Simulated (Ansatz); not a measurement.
PtS2/PtS2 (1T bilayer), computed twice by G0W0.

The cell holds 6 atoms: 2 Pt and 4 S. Its edges and angles: a = 3.542 Å, b = 3.542 Å, c = 40.100 Å, α = 90.0°, β = 90.0°, γ = 120.0°. Regions: layer 1 (PtS2), 3 atoms (1 Pt and 2 S); layer 2 (PtS2), 3 atoms (1 Pt and 2 S). Vacuum lies along c.

```xyz
6
Lattice="3.5418 0.0000 0.0000 -1.7709 3.0673 0.0000 0.0000 0.0000 40.1000" Properties=species:S:1:pos:R:3
Pt    0.0000    0.0000   17.0668
S     0.0000    2.0448   18.3052
S     1.7709    1.0224   15.8250
Pt    1.7709    1.0224   23.0332
S     0.0000    0.0000   24.2750
S     0.0000    2.0448   21.7948
```

The structure was relaxed with PBE-D3(BJ). The runs that relaxed it are not among those shown. Spin-orbit coupling is left out unless a run names it.

The first (Ansatz 0.2.0; start PBE, 6×6×1 mesh, 642 empty bands, screening to 75 eV, PAW set soft_1 files; 4 threads of Arm Neoverse V2, shared host) gave, on its mesh: starting gap 1.68 eV, G0W0 gap 2.48 eV, mean of 1 + 4πα/V (set by the cell height) 3.44, 7.2 min.

The second gave: starting gap 1.68 eV, G0W0 gap 2.42 eV, mean of 1 + 4πα/V (set by the cell height) 3.52, 71 s.

Question: What was changed in the input? Choose among start, files, mesh, bands and cutoff, frequency model or another key.

Changed: empty bands from 642 to 259 and screening cutoff (eV) from 75.0 to 41. The starting gap stayed, which rules out the functional and points to the GW step. Other changes could give like numbers; this is the one that was made.

Limits: not at the basis limit; coarse mesh for a sheet; no spin polarisation; d states lean on the start; no spin-orbit coupling.

[Paths, hosts, dates, memory and timing lines, banners, echoed tables and standing remarks are left out of the program output.]

[Logs are printed without paths, hosts, clocks, repeated set-up lines and the standing remarks that a program may print on its own settings, such as how far it seeks lower states.]

[Runs of the session that timed out or met a known fault of the program may be left out.]

[Cells called generated may have been cut or substituted from an entry of the Crystallography Open Database or the Materials Project.]

[Hosts, paths, dates, database ids (printed as entryN), source tags and the programs' standing remarks are cut or masked in the printed files.]
